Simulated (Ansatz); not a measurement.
In doubt: masses and optical values from hybrid runs of this build are listed as unsure (in some of the runs), which bears on the screening that GW takes from such a start.

TiO2 (C2/c), computed twice by G0W0.

```xyz
6
Lattice="2.7060 -2.7067 0.0000 2.7060 2.7067 0.0000 -2.6335 0.0000 4.7966" Properties=species:S:1:pos:R:3 pbc="T T T"
Ti    2.0477    1.9807    1.1992
Ti    0.7309   -1.9807    3.5975
O    -0.6205   -0.6563    3.2001
O     3.3990    0.6563    1.5966
O     2.0823   -0.6563    3.9949
O     0.6963    0.6563    0.8018
```

The cell and positions are those that the Materials Project relaxed with its own functionals (PBE, PBE+U or r2SCAN), kept fixed. This is not the form that TiO2 usually takes at ambient conditions.

The first (Ansatz 0.2.0; start HSE06, 6×6×4 mesh, 258 empty bands, screening to 138 eV, PAW set soft_1 files; 1 × NVIDIA H100 80GB HBM3 (shared by 6 runs) with 3 threads of AMD EPYC 7R13 (Zen 3), shared host) gave, on its mesh: starting gap 3.54 eV, G0W0 gap 3.84 eV, RPA ε∞ (mean) 4.61, 3.9 min.

The second gave: starting gap 1.98 eV, G0W0 gap 3.55 eV, RPA ε∞ (mean) 6.69, 2.3 min.

Q: What was changed in the input? Choose among start, files, mesh, bands and cutoff, frequency model or another key.

Changed: start from HSE06 to LDA and frequency model from contour deformation to plasmon pole. A jump of this size in the start, with ε∞ moving the other way, marks another functional. Other changes could give like numbers; this is the one that was made.

Limits: not at the basis limit.

[Paths, hosts, dates, memory and timing lines, banners, echoed tables and standing remarks are left out of the program output.]

[Logs are printed without paths, hosts, clocks, repeated set-up lines and the standing remarks that a program may print on its own settings, such as how far it seeks lower states.]

[Runs of the session that timed out or met a known fault of the program may be left out.]

[Cells called generated may have been cut or substituted from an entry of the Crystallography Open Database or the Materials Project.]

[Hosts, paths, dates, database ids (printed as entryN), source tags and the programs' standing remarks are cut or masked in the printed files.]
